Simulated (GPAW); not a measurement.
# LiF (Griceite, Fm-3m): the F K absorption edge

What does one-electron theory with a core hole give for the F K edge of LiF (Griceite, Fm-3m)?

Main program and level: GPAW 26.7.0; X-ray absorption from dipole matrix elements to empty bands, plane-wave PAW PBE.

## 1. Starting point

Symmetry: Fm-3m, No. 225, cubic system. The conventional cell has a = 4.028 Å, b = 4.028 Å, c = 4.028 Å, α = 90.00°, β = 90.00°, γ = 90.00°. Nearest to F lie 6 Li at 2.01 Å. Nearest to Li lie 6 F at 2.01 Å. Farther neighbours and most contacts between anions are not listed.

Structure file:

```xyz
2
Lattice="0.0000 2.0140 2.0140 2.0140 0.0000 2.0140 2.0140 2.0140 0.0000" Properties=species:S:1:pos:R:3 pbc="T T T"
F     2.0140    2.0140    2.0140
Li    0.0000    0.0000    0.0000
```

## 2. Ground state of the crystal

A plain self-consistent run shows whether there is a gap, which decides the set-up of the core-hole run.

scf.py reads:

```python
import numpy as np
from ase import Atoms
from ase.parallel import parprint, paropen
from gpaw import GPAW, PW, FermiDirac, Mixer, MixerDif, setup_paths
from gpaw.test import gen
setup_paths.insert(0, '.')
gen('F', name='nch1s', xcname='PBE', corehole=(1, 0, 0), write_xml=True)

atoms = Atoms('FLi',
    cell=[[0, 2.014, 2.014],
     [2.014, 0, 2.014],
     [2.014, 2.014, 0]],
    scaled_positions=[[0.5, 0.5, 0.5],
     [0, 0, 0]],
    pbc=True)
atoms.calc = calc = GPAW(legacy_gpaw=True, mode=PW(500), xc='PBE', setups={0: 'nch1s'},
    kpts={'size': (11, 11, 11), 'gamma': True}, occupations=FermiDirac(0.05),
    charge=0, mixer=Mixer(0.1, 5, 50), maxiter=150,
    convergence={'density': 0.0001}, txt='scf.txt')
energy = atoms.get_potential_energy() + calc.get_reference_energy()
ef = calc.get_fermi_level()
out = dict(energy=energy, fermi=ef, forces=atoms.get_forces().tolist())
parprint(f'all-electron energy {energy:.4f} eV, Fermi level {ef:.4f} eV')
ev = np.array([[calc.get_eigenvalues(k, s) for k in range(len(calc.get_ibz_k_points()))] for s in range(calc.get_number_of_spins())])
out['homo'], out['lumo'], out['counts'] = ev[ev < ef].max(), ev[ev > ef].min(), sorted(set((ev < ef).sum((0, 2)).tolist()))
out['filled'] = (ev[:, 0] < ef).sum(1).tolist()
import json
with paropen('out.json', 'w') as f:
    json.dump(out, f)
```

Run with:

```console
$ OMP_NUM_THREADS=1 python scf.py
```

Numbers of over 12 decimals in the logs are rounded to 6 here.

The program printed:

```text
Input parameters:
  convergence: {density: 0.0001}
  kpts: {gamma: True,
         size: (11, 11, 11)}
  maxiter: 150
  mixer: {backend: pulay,
          beta: 0.1,
          method: separate,
          nmaxold: 5,
          weight: 50}
  mode: {ecut: 500.0,
         name: pw}
  occupations: {fixmagmom: False,
                name: fermi-dirac,
                width: 0.05}
  setups: {0: nch1s}
  xc: PBE

Initialize ...

[... PAW data sets ...]

Reference energy: -2916.868746  # eV

Spin-paired calculation

[... convergence settings ...]
Symmetries present (total): 48
  [... symmetry matrices ...]

1331 k-points: 11 x 11 x 11 Monkhorst-Pack grid
56 k-points in the irreducible part of the Brillouin zone
       k-points in crystal coordinates                weights
   0:     0.00000000    0.00000000    0.00000000          1/1331
   1:     0.09090909    0.09090909    0.00000000          6/1331
   2:     0.09090909    0.09090909    0.09090909          8/1331
   3:     0.18181818    0.09090909    0.09090909         12/1331
   4:     0.18181818    0.18181818    0.00000000          6/1331
   5:     0.18181818    0.18181818    0.09090909         24/1331
   6:     0.18181818    0.18181818    0.18181818          8/1331
   7:     0.27272727    0.18181818    0.09090909         24/1331
   8:     0.27272727    0.18181818    0.18181818         24/1331
   9:     0.27272727    0.27272727    0.00000000          6/1331
          ...
  55:     0.45454545    0.45454545    0.45454545          8/1331

Wave functions: Plane wave expansion
  Cutoff energy: 500.000 eV
  Number of coefficients (min, max): 407, 428
  Pulay-stress correction: 0.000000 eV/Ang^3 (de/decut=0.000000)
  Using FFTW library
  Wavefunction extrapolation:
    Improved wavefunction reuse through dual PAW basis

Occupation numbers: Fermi-Dirac:
  width: 0.0500  # eV

Eigensolver
   Davidson(niter=2)

Densities:
  Coarse grid: 15*15*15 grid
  Fine grid: 30*30*30 grid
  Total Charge: 0.000000

Density mixing:
  Method: separate
  Backend: pulay
  Linear mixing parameter: 0.1
  old densities: 5
  Width of damping distribution: 1.1
  Damping of long wavelength oscillations: 50

[... Hamiltonian set-up ...]
Number of atoms: 2
Number of atomic orbitals: 8
Number of bands in calculation: 8
Number of valence electrons: 8
Bands to converge: occupied

... initialized

Initializing position-dependent things.

Density initialized from atomic densities
Creating initial wave functions:
  8 bands from LCAO basis set

              F

       Li

Atomic positions and initial magnetic moments

Positions:
   0 F      2.014000    2.014000    2.014000    ( 0.0000,  0.0000,  0.0000)
   1 Li     0.000000    0.000000    0.000000    ( 0.0000,  0.0000,  0.0000)

Unit cell:
           periodic     x           y           z      points  spacing
  1. axis:    yes    0.000000    2.014000    2.014000    15     0.1550
  2. axis:    yes    2.014000    0.000000    2.014000    15     0.1550
  3. axis:    yes    2.014000    2.014000    0.000000    15     0.1550

  Lengths:   2.848226   2.848226   2.848226
  Angles:   60.000000  60.000000  60.000000

Effective grid spacing dv^(1/3) = 0.1692

iter:   1    -9.598352
iter:   2    -9.504189   -2.14  -1.15
iter:   3    -9.406691   -1.52  -1.22
iter:   4    -9.421320   -3.07  -1.43
iter:   5    -9.421871   -3.39  -2.03
iter:   6    -9.421777c  -4.42  -2.87
iter:   7    -9.421765c  -5.51  -3.41
iter:   8    -9.421766c  -7.11  -4.28c
iter:   9    -9.421767c  -7.17  -4.24c
iter:  10    -9.421767c  -8.54c -4.86c

Converged after 10 iterations.

Dipole moment: (0.000000, 0.000000, 0.000000) |e|*Ang

Energy contributions relative to reference atoms: (reference = -2916.868746)

Kinetic:        +11.255586
Potential:      -11.003766
External:        +0.000000
XC:              -9.915197
Entropy (-ST):   -0.000000
Local:           +0.241610
SIC:             +0.000000
--------------------------
Free energy:     -9.421767
Extrapolated:    -9.421767

Showing only first 2 kpts
 Kpt  Band  Eigenvalues  Occupancy
  0     2     -0.67487    2.00000
  0     3     -0.67487    2.00000
  0     4      8.38842    0.00000
  0     5     23.52916    0.00000

  1     2     -0.75751    2.00000
  1     3     -0.75696    2.00000
  1     4      8.73225    0.00000
  1     5     21.76523    0.00000

Fermi level: 2.72181

Gap: 9.059 eV
Transition (v -> c):
  (s=0, k=3, n=3, [0.18, 0.09, 0.09]) -> (s=0, k=0, n=4, [0.00, 0.00, 0.00])
Direct/indirect transitions are different
Direct gap: 9.063 eV
Transition at: (s=0, k=0, n=3, [0.00, 0.00, 0.00])

Forces in eV/Ang:
  0 F    -0.00000    0.00000    0.00000
  1 Li    0.00000   -0.00000   -0.00000
Scalar-relativistic atomic PBE calculation for F (Fluorine, Z=9)
Core hole in 1s state (1s occupation: 2.0)
300 radial gridpoints.
|------------------------------------------------|
|------------------------------------------------|
[... the atom generator's iteration count ...]

Energy contributions:
-------------------------
Kinetic:      +99.650231
XC:           -10.213739
Potential:   -189.177126
-------------------------
Total:        -99.740635

state      eigenvalue         ekin         rmax
-----------------------------------------------
1s^2.0 :   -24.376589    37.227293        0.114
2s^2.0 :    -1.098729     4.184364        0.764
2p^5.0 :    -0.408283     3.365383        0.707
-----------------------------------------------
(units: Bohr and Hartree)

Generating PAW setup
Kinetic energy of the core from tauc = 74.529793
Cutoffs:
rc(s)=1.200
rc(p)=1.200
rc(d)=1.200
rc(vbar)=1.080
rc(comp)=1.200
rc(nct)=1.200

Kinetic energy of the core states: 74.454586
Charge: 0.0
Core electrons: 2.0
Valence electrons: 7.0
Pseudo-core charge: 0.000368
Shape function alpha=6.944
Pseudo-electron charge 6.025586
state    eigenvalue         norm
--------------------------------
2s(2) :    -1.098729     1.064204
*s    :    -0.098729
2p(5) :    -0.408283     0.779362
*p    :     0.591717
*d    :     0.000000
--------------------------------

Diagonalizing with gridspacing h=0.050

state   all-electron     PAW
-------------------------------
2s:      -1.098729    -1.100423
2p:      -0.408283    -0.410405
*d:                    0.052031
*f:                    0.079032
-------------------------------
all-electron energy -2926.2905 eV, Fermi level 2.7218 eV
```

The job ended after 3.9 s (1 thread of Intel Xeon 6975P-C (Granite Rapids), shared host; peak memory 0.13 GiB).

The mesh shows a gap of 9.06 eV, so the hole is first treated in a charged cell, without the excited electron.

## 3. Spectrum without a core hole, F atom 1

This cheap baseline ignores the attraction of the hole: it shows the absorber's empty states as they are in the ground state. The data set with a hole of occupation 0 only carries the core orbital.

The absorber has 6 Li at 2.01 Å (octahedral, site symmetry m-3m).

xas.py reads:

```python
import numpy as np
from ase import Atoms
from ase.parallel import parprint, paropen
from gpaw import GPAW, PW, FermiDirac, Mixer, MixerDif, setup_paths
from gpaw.test import gen
setup_paths.insert(0, '.')
gen('F', name='nch1s', xcname='PBE', corehole=(1, 0, 0), write_xml=True)

atoms = Atoms('FLi',
    cell=[[0, 2.014, 2.014],
     [2.014, 0, 2.014],
     [2.014, 2.014, 0]],
    scaled_positions=[[0.5, 0.5, 0.5],
     [0, 0, 0]],
    pbc=True)
atoms.calc = calc = GPAW(legacy_gpaw=True, mode=PW(500), xc='PBE', setups={0: 'nch1s'},
    kpts={'size': (11, 11, 11), 'gamma': True}, occupations=FermiDirac(0.02),
    charge=0, mixer=Mixer(0.1, 5, 50), maxiter=150,
    convergence={'density': 0.0001}, txt='scf.txt')
energy = atoms.get_potential_energy() + calc.get_reference_energy()
ef = calc.get_fermi_level()
out = dict(energy=energy, fermi=ef, forces=atoms.get_forces().tolist())
parprint(f'all-electron energy {energy:.4f} eV, Fermi level {ef:.4f} eV')
ev = np.array([[calc.get_eigenvalues(k, s) for k in range(len(calc.get_ibz_k_points()))] for s in range(calc.get_number_of_spins())])
out['homo'], out['lumo'], out['counts'] = ev[ev < ef].max(), ev[ev > ef].min(), sorted(set((ev < ef).sum((0, 2)).tolist()))
out['filled'] = (ev[:, 0] < ef).sum(1).tolist()

from gpaw.xas import XAS
nb = int(calc.get_number_of_electrons() / 2) + 13
top = nb
nscf = calc.fixed_density(kpts={'size': (10, 10, 10), 'gamma': True},
    convergence={'eigenstates': 1.0}, txt='nscf.txt')
nscf.diagonalize_full_hamiltonian(nbands=nb)
cell = atoms.cell.array
ops = [cell.T @ U.T @ np.linalg.inv(cell.T) for U in nscf.wfs.kd.symmetry.op_scc]
filled = [4]  # bands filled in the ground state, by spin
E = np.arange(-25, 34, 0.1)
fwhm = np.interp(E, [4, 25], [0.9, 3.5])
Y, X, zero, highest = 0, 0, 1e9, 1e9
for spin in range(nscf.get_number_of_spins()):
    xas = XAS(nscf, mode='all', center=0, spin=spin)
    eps = xas.eps_kn
    d = xas.sigma_cmkn  # core-to-band dipole matrix elements, k weights included
    T = np.einsum('amkn,bmkn->abkn', d, d.conj()).real
    T = sum(np.einsum('ai,ijkn,bj->abkn', R, T, R) for R in ops) / len(ops)
    empty = np.ones_like(eps, bool) & (np.arange(nb) >= filled[spin])
    zero, highest = min(zero, eps[empty].min()), min(highest, eps[:, top - 1].min())
    lines = [(eps, T, empty)] if spin == 0 else lines + [(eps, T, empty)]
for eps, T, empty in lines:
    f = np.einsum('aakn->akn', T).reshape(3, -1)
    x = eps.ravel() - zero
    w = np.interp(x, E, fwhm) / 2.35482
    g = np.exp(-0.5 * ((E[:, None] - x) / w) ** 2) / (w * (2 * np.pi) ** 0.5)
    Y = Y + (f * empty.ravel()) @ g.T
    X = X + (f * ~empty.ravel()) @ g.T
out.update(E=E.round(2).tolist(), xas=Y.tolist(), xes=X.tolist(), zero=zero, valid=highest - zero, nk=len(eps), nb=nb)
for i in range(0, len(E), 10):
    parprint(f'{E[i]:7.2f}', *(f'{v:10.3e}' for v in Y[:, i]))
import json
with paropen('out.json', 'w') as f:
    json.dump(out, f)
```

Run with:

```console
$ OMP_NUM_THREADS=1 python xas.py
```

The program printed:

```text
Input parameters:
  convergence: {density: 0.0001}
  kpts: {gamma: True,
         size: (11, 11, 11)}
  maxiter: 150
  mixer: {backend: pulay,
          beta: 0.1,
          method: separate,
          nmaxold: 5,
          weight: 50}
  mode: {ecut: 500.0,
         name: pw}
  occupations: {fixmagmom: False,
                name: fermi-dirac,
                width: 0.02}
  setups: {0: nch1s}
  xc: PBE

Initialize ...

[...]
*p    :     0.591717
*d    :     0.000000
--------------------------------

Diagonalizing with gridspacing h=0.050

state   all-electron     PAW
-------------------------------
2s:      -1.098729    -1.100423
2p:      -0.408283    -0.410405
*d:                    0.052031
*f:                    0.079032
-------------------------------
all-electron energy -2926.2905 eV, Fermi level 2.7218 eV
[...]
32.00  2.225e-05  2.225e-05  2.225e-05
  33.00  2.542e-05  2.542e-05  2.542e-05
[key lines of the parts left out:]
Converged after 10 iterations.
Dipole moment: (0.000000, 0.000000, 0.000000) |e|*Ang
Free energy:     -9.421767
Fermi level: 2.72181
```

Wall time 9.6 s (1 thread); peak memory 0.16 GiB.

The F K spectrum, F atom 1, no core hole (energy from the lowest empty level; intensity scaled to a mean of 1 over the first 20 eV):

```
E (eV)  intensity
  -2.0       0.00
  -1.5       0.00
  -1.0       0.00
  -0.5       0.00
   0.0       0.02
   0.5       0.08
   1.0       0.21
   1.5       0.43
   2.0       0.67
   2.5       0.89
   3.0       1.08
   3.5       1.11
   4.0       1.39
   4.5       1.30
   5.0       1.53
   5.5       2.07
   6.0       2.80
   6.5       3.34
   7.0       3.14
   7.5       2.35
   8.0       1.45
   8.5       0.94
   9.0       1.02
   9.5       1.52
  10.0       2.12
  10.5       2.36
  11.0       2.03
  11.5       1.40
  12.0       0.86
  12.5       0.54
  13.0       0.38
  13.5       0.31
  14.0       0.26
  14.5       0.24
  15.0       0.21
  15.5       0.19
  16.0       0.17
  16.5       0.16
  17.0       0.16
  17.5       0.16
  18.0       0.16
  18.5       0.18
  19.0       0.21
  19.5       0.25
  20.0       0.30
  20.5       0.36
  21.0       0.42
  21.5       0.46
  22.0       0.48
  22.5       0.48
  23.0       0.49
  23.5       0.50
  24.0       0.55
  24.5       0.64
  25.0       0.78
  25.5       0.97
  26.0       1.18
  26.5       1.39
  27.0       1.58
  27.5       1.70
  28.0       1.73
  28.5       1.67
  29.0       1.51
  29.5       1.29
  30.0       1.05
  30.5       0.82
  31.0       0.64
  31.5       0.52
  32.0       0.47
```

Main maxima below 24 eV (height): 4.1 eV (1.40), 6.6 eV (3.37) and 10.5 eV (2.36). A K edge sees empty p states on the absorber.

The same matrix elements for filled bands give the F K emission of F atom 1 (ground-state approximation; energy from the lowest empty level, largest value 1):

```
E (eV)  emission
-24.00      0.00
-23.25      0.00
-22.50      0.00
-21.75      0.00
-21.00      0.00
-20.25      0.00
-19.50      0.00
-18.75      0.00
-18.00      0.00
-17.25      0.00
-16.50      0.00
-15.75      0.00
-15.00      0.00
-14.25      0.00
-13.50      0.00
-12.75      0.00
-12.00      0.13
-11.25      0.47
-10.50      0.55
 -9.75      0.97
 -9.00      0.48
 -8.25      0.02
 -7.50      0.00
 -6.75      0.00
 -6.00      0.00
 -5.25      0.00
 -4.50      0.00
 -3.75      0.00
 -3.00      0.00
 -2.25      0.00
 -1.50      0.00
 -0.75      0.00
  0.00      0.00
  0.75      0.00
  1.50      0.00
  2.25      0.00
  3.00      0.00
```

Emission maxima: -9.6 eV (1.00).

## 4. Reference energy of the supercell

The photon energy needs a difference of total energies, so the cell and mesh of the coming hole run are first run without a hole.

Changes to scf.py since step 2:

```diff
@@ -8,11 +8,25 @@
 
-atoms = Atoms('FLi',
-    cell=[[0, 2.014, 2.014],
-     [2.014, 0, 2.014],
-     [2.014, 2.014, 0]],
-    scaled_positions=[[0.5, 0.5, 0.5],
-     [0, 0, 0]],
+atoms = Atoms('F8Li8',
+    cell=[[0, 4.028, 4.028],
+     [4.028, 0, 4.028],
+     [4.028, 4.028, 0]],
+    scaled_positions=[[0.25, 0.25, 0.25],
+     [0.25, 0.25, 0.75],
+     [0.25, 0.75, 0.25],
+     [0.75, 0.25, 0.25],
+     [0.25, 0.75, 0.75],
+     [0.75, 0.25, 0.75],
+     [0.75, 0.75, 0.25],
+     [0.75, 0.75, 0.75],
+     [0, 0, 0],
+     [0, 0, 0.5],
+     [0, 0.5, 0],
+     [0.5, 0, 0],
+     [0, 0.5, 0.5],
+     [0.5, 0, 0.5],
+     [0.5, 0.5, 0],
+     [0.5, 0.5, 0.5]],
     pbc=True)
 atoms.calc = calc = GPAW(legacy_gpaw=True, mode=PW(500), xc='PBE', setups={0: 'nch1s'},
-    kpts={'size': (11, 11, 11), 'gamma': True}, occupations=FermiDirac(0.05),
+    kpts={'size': (4, 4, 4), 'gamma': True}, occupations=FermiDirac(0.02),
     charge=0, mixer=Mixer(0.1, 5, 50), maxiter=150,
```

Run with:

```console
$ OMP_NUM_THREADS=1 python scf.py
```

The program printed:

```text
Input parameters:
  convergence: {density: 0.0001}
  kpts: {gamma: True,
         size: (4, 4, 4)}
  maxiter: 150
  mixer: {backend: pulay,
          beta: 0.1,
          method: separate,
          nmaxold: 5,
          weight: 50}
  mode: {ecut: 500.0,
         name: pw}
  occupations: {fixmagmom: False,
                name: fermi-dirac,
                width: 0.02}
  setups: {0: nch1s}
  xc: PBE

Initialize ...

[...]
--------------------------------
2s(2) :    -1.098729     1.064204
*s    :    -0.098729
2p(5) :    -0.408283     0.779362
*p    :     0.591717
*d    :     0.000000
--------------------------------

Diagonalizing with gridspacing h=0.050

state   all-electron     PAW
-------------------------------
2s:      -1.098729    -1.100423
2p:      -0.408283    -0.410405
*d:                    0.052031
*f:                    0.079032
-------------------------------
all-electron energy -23410.3331 eV, Fermi level 2.7201 eV
[key lines of the parts left out:]
Converged after 12 iterations.
Dipole moment: (0.000019, 0.000019, 0.000019) |e|*Ang
Free energy:    -75.384161
Fermi level: 2.72012
```

Elapsed: 20 s, on 1 thread; peak memory 0.25 GiB.

Reference energy: -23410.333 eV with the cores included.

[end of part 1 of 2]

[Banner, clock and machine lines of the logs are left out without a mark of their own.]

[Logs are printed without paths, hosts, clocks, repeated set-up lines and the standing remarks that a program may print on its own settings, such as how far it seeks lower states.]

[Hosts, paths, dates, database ids (printed as entryN), source tags and the programs' standing remarks are cut or masked in the printed files.]

[Lists of maxima count a maximum above −3 eV only where it reaches 4 % of the highest in the window and stands out from its surroundings by 2 % of it (1.5 % where it reaches 55 %); shoulders and weaker maxima are passed over, and of the rest the first, up to two pre-edge ones and the few strongest are named.]
